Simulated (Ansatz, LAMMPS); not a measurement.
# Elastic response of glassy 69SiO2-19Al2O3-6SrO-6Li2O (mol %) (106 atoms), part 5 of 5

Aim: relax glassy 69SiO2-19Al2O3-6SrO-6Li2O (mol %) (106 atoms), then change its volume and shape to read moduli from the stress.

Ansatz 0.2.0; Kohn-Sham DFT, PBE, PAW (set soft_2), plane waves.

The cell: 22 Si, 12 Al, 2 Sr, 4 Li and 66 O. The quench rate of 50 K/ps is orders of magnitude faster than experiment. The starting topology of bonds comes from the classical model. Sampling is at Γ alone.

So far. Step 11 (Compressed by 1 % along x): The relaxation converged after 6 steps, 0.0834 eV below its start, with a largest force component of 0.049 eV/Å. Step 11 (Compressed by 1 % along x): Compressed by 1 % along x: the energy stands 0.0475 eV above that of the reference, at a pressure of 0.632 GPa.

## Step 12: Sheared by 2 % in xy

A shear of the relaxed cell gives the modulus that volume changes can't reach.

input.yaml reads:

```yaml
crystal:
  lattice:
    - [10.9927, 0.28618, 0.07261]
    - [0.28689, 11.06379, 0.22182]
    - [0.07483, 0.22255, 11.32501]
  atoms:
    [... the 106 atom lines of step 4 ...]
kpoints:
  mp_grid: { grid: [1, 1, 1] }
hamiltonian:
  xc: pbe
scf:
  occupations: { method: fixed }
output:
  forces: true
  eigenvalues: true
  stress: true
relax:
  f_tol: 0.05
  max_steps: 70
```

Started as:

```
> ansatz run input.yaml --threads 4 --pin off --max-ram 8192MiB --backend cpu --events-out ev --progress --plain --runs-dir out
```

Numbers of over 12 decimals in the logs are rounded to 6 here.

Output:

```text
[...]
Crystal: 106 atoms, lattice volume = 1375.835 Å³
Basis set: ecut = 420 eV, 26905 PW (Γ), exchange–correlation on 150×150×160 points (8 copies of the dense FFT grid, shifted against one another)
Bands: 382, of which v1, the nominal top of the filled ones, is band 276 counted from 1 (275 counted from 0)
Symmetry: 1 space group operations
[...]
k-points: 1
[...]
SCF iter   1: F=—  HF=-65920.824051 eV  |F-HF|=—  |Δ(HF+E_count)|=         —  Δρ=1.92e-3  dr2=7.24e-2  ethr=1.77e-3  ⟨swp⟩=5.0  Hψ=1492  notcnv=0  defer=104
[...]
SCF iter   6: F=-65920.830224 eV  HF=-65920.830229 eV  |F-HF|=5.27e-6  |Δ(HF+E_count)|=   1.04e-5  Δρ=3.39e-5  dr2=1.39e-5  ethr=1.13e-8  ⟨swp⟩=21.0  Hψ=2538  notcnv=0
SCF 1 converged in 6 iterations: F = -65920.830224 eV  dr2 = 1.39e-5
[...]
relax step   1: F+E_penalty+E_count = -65920.83022383 eV  Δ(F+E_penalty+E_count) = +0.000e0 eV  max|allowed force component| = 5.714e-1 eV/Å  Δτ_max = 0.0000 Å  (6 SCF iters, dr2 threshold 6.25e-5 eV, accepted)
[...]
relax step   2: F+E_penalty+E_count = -65920.89211584 eV  Δ(F+E_penalty+E_count) = -6.189e-2 eV  max|allowed force component| = 3.496e-1 eV/Å  Δτ_max = 0.0276 Å  (5 SCF iters, dr2 threshold 2.04e-5 eV, accepted)
[...]
relax step   3: F+E_penalty+E_count = -65920.92908205 eV  Δ(F+E_penalty+E_count) = -3.697e-2 eV  max|allowed force component| = 1.912e-1 eV/Å  Δτ_max = 0.0304 Å  (6 SCF iters, dr2 threshold 7.64e-6 eV, accepted)
relax step   4: F+E_penalty+E_count = -65920.93512809 eV  Δ(F+E_penalty+E_count) = -6.046e-3 eV  max|allowed force component| = 6.478e-2 eV/Å  Δτ_max = 0.0249 Å  (5 SCF iters, dr2 threshold 1.09e-5 eV, accepted)
relax step   5: F+E_penalty+E_count = -65920.93741153 eV  Δ(F+E_penalty+E_count) = -2.283e-3 eV  max|allowed force component| = 9.501e-2 eV/Å  Δτ_max = 0.0568 Å  (8 SCF iters, accepted)
[...]
relax step   6: F+E_penalty+E_count = -65920.94042095 eV  Δ(F+E_penalty+E_count) = -3.009e-3 eV  max|allowed force component| = 2.482e-2 eV/Å  Δτ_max = 0.0203 Å  (7 SCF iters, accepted)
SCF converged after 7 iterations
Free energy (F): -65920.940421 eV
[...]
Internal energy: -65920.940421 eV  (E = F + TS)
E sigma→0 (E₀):  -65920.940421 eV
Fermi energy:    3.977990 eV
[...]
--- Forces (eV/Å), atoms counted from 1 ---
  atom   1  Si    -0.00700795    -0.00034100     0.00124263
  atom   2  Si     0.00023205     0.00173717     0.00232139
  atom   3  Si    -0.00795804    -0.00212370     0.01053700
  atom   4  Si     0.00516350     0.00955183    -0.00001829
  atom   5  Si     0.00852624     0.00504251     0.00028419
  atom   6  Si    -0.00636455     0.00755366    -0.01279094
  atom   7  Si    -0.00949755     0.00085455     0.00106527
  atom   8  Si     0.00223898    -0.00349647     0.00752105
  atom   9  Si    -0.00443308    -0.00056564    -0.01273935
  atom  10  Si    -0.00167654     0.00266795     0.00250712
  atom  11  Si     0.00028165    -0.00072501    -0.00385390
  atom  12  Si     0.00451793    -0.01187449     0.00943724
  atom  13  Si     0.00142852    -0.00299842     0.00094125
  atom  14  Si    -0.00304051    -0.00233516    -0.00037802
[...]
atom 105  O     -0.00308299    -0.00333307     0.00072956
  atom 106  O     -0.00653964     0.00289342    -0.00242976
  max |Σ_I F_I| component: 1.53e-4 eV/Å
--- Stress (GPa, compression-positive) ---
       -0.023529      -0.898536      -0.024297
       -0.898540       0.030484       0.054996
       -0.024303       0.054992       0.016657
  P = ⅓ Tr σ = 0.0079 GPa (0.079 kbar)
--- Band table (eV) ---
[...]
--- Relaxed structure (6 steps of the walk, 6 accepted, 0 SCFs on fresh bases) ---
  F+E_penalty+E_count = -65920.94042095 eV   max|allowed force component| = 2.482e-2 eV/Å
  atoms:
    - { symbol: Si, position: [0.384652, 0.456651, 0.715776] }
    - { symbol: Si, position: [0.00229247, 0.557730, 0.892173] }
    - { symbol: Si, position: [0.424878, 0.929038, 0.308945] }
    - { symbol: Si, position: [0.857253, 0.776693, 0.596466] }
[...]
- { symbol: O, position: [0.619505, 0.231233, 0.870493] }
```

It took 39 s on 4 threads of Intel Xeon Gold 6455B (Sapphire Rapids), shared host; peak memory 1.9 GiB; 2.4 min of CPU time.

The relaxation converged after 6 steps, 0.110 eV below its start, with a largest force component of 0.025 eV/Å.

Sheared by 2 % in xy: the energy stands 0.0747 eV above that of the reference, at a pressure of 0.00787 GPa.

## Step 13: Pressure against volume

Atoms are relaxed at each volume, in the scaled cell.

```csv
volume change (%),volume (Å³/atom),energy change (meV/atom),pressure (GPa),largest move on relaxing (Å),bonds,gap (eV)
-10,11.683,26.57,6.70,0.56,164,3.85
-6,12.202,9.39,3.89,0.36,162,3.71
-3,12.591,2.30,1.92,0.18,161,3.62
+0,12.981,0.00,-0.01,-,161,3.52
+3,13.370,2.31,-1.85,0.14,161,3.40
+6,13.760,8.83,-3.56,0.27,162,3.30
```

## Step 14: Uniaxial strain and shear

Stress (GPa, compression positive) less that of the relaxed cell, atoms relaxed:

| strain | xx | yy | zz | xy | energy change (meV/atom) |
| --- | --- | --- | --- | --- | --- |
| stretched by 1 % along x | -1.060 | -0.487 | -0.391 | 0.008 | 0.44 |
| compressed by 1 % along x | 1.042 | 0.500 | 0.382 | 0.004 | 0.45 |
| sheared by 2 % in xy | -0.001 | 0.036 | 0.018 | -0.906 | 0.71 |

## Step 15: Findings

The bulk modulus, from the slope of pressure against ln V over the three points nearest the relaxed volume, is 63.0 GPa; between neighbouring points the slope runs 65, 63, 64, 62 and 59 GPa from the smallest volume up, without a steady fall, so no pressure derivative is given. The count of bonds runs from 161 to 164 over the series, so at some points contacts cross the cutoffs. At -10 % some atom moved by over 0.5 Å on relaxing, so that point may sit in another local minimum. The gap goes from 3.85 eV at the smallest volume to 3.30 eV at the largest, -3.3 eV per unit of ln V by a straight line, on the run's k-points. In the Cartesian axes of the cell, finite differences give C11 = 105, C12 = 49.4, C13 = 38.7 and C66 = 45.3 GPa (the shear of 2 % is the engineering strain, εxy = 0.01). The mean of C11, C12 and C13, which equals the bulk modulus in a cubic or isotropic solid, is 64.4 GPa: it agrees with the bulk modulus within 10 %. For an isotropic solid C66 would equal (C11 − C12)/2 = 27.9 GPa; so small a sample needn't be isotropic, and C66 rests on one shear. The two differ too much for isotropic moduli to be formed.

**Limits.** Strains are finite and relaxations stop at the force tolerance of the input, which can leave moduli too stiff; they are those of a static cell at zero temperature. Volumes are changed with the cell's shape held, so in an anisotropic solid the modulus lies over the one under free hydrostatic load. The program notes that the SCF threshold of the relaxations is loose for the stress.

The DFT runs together took 9.2 min of wall time.

[Logs are printed without paths, hosts, clocks, repeated set-up lines and the standing remarks that a program may print on its own settings, such as how far it seeks lower states.]

[Hosts, paths, dates, database ids (printed as entryN), source tags and the programs' standing remarks are cut or masked in the printed files.]
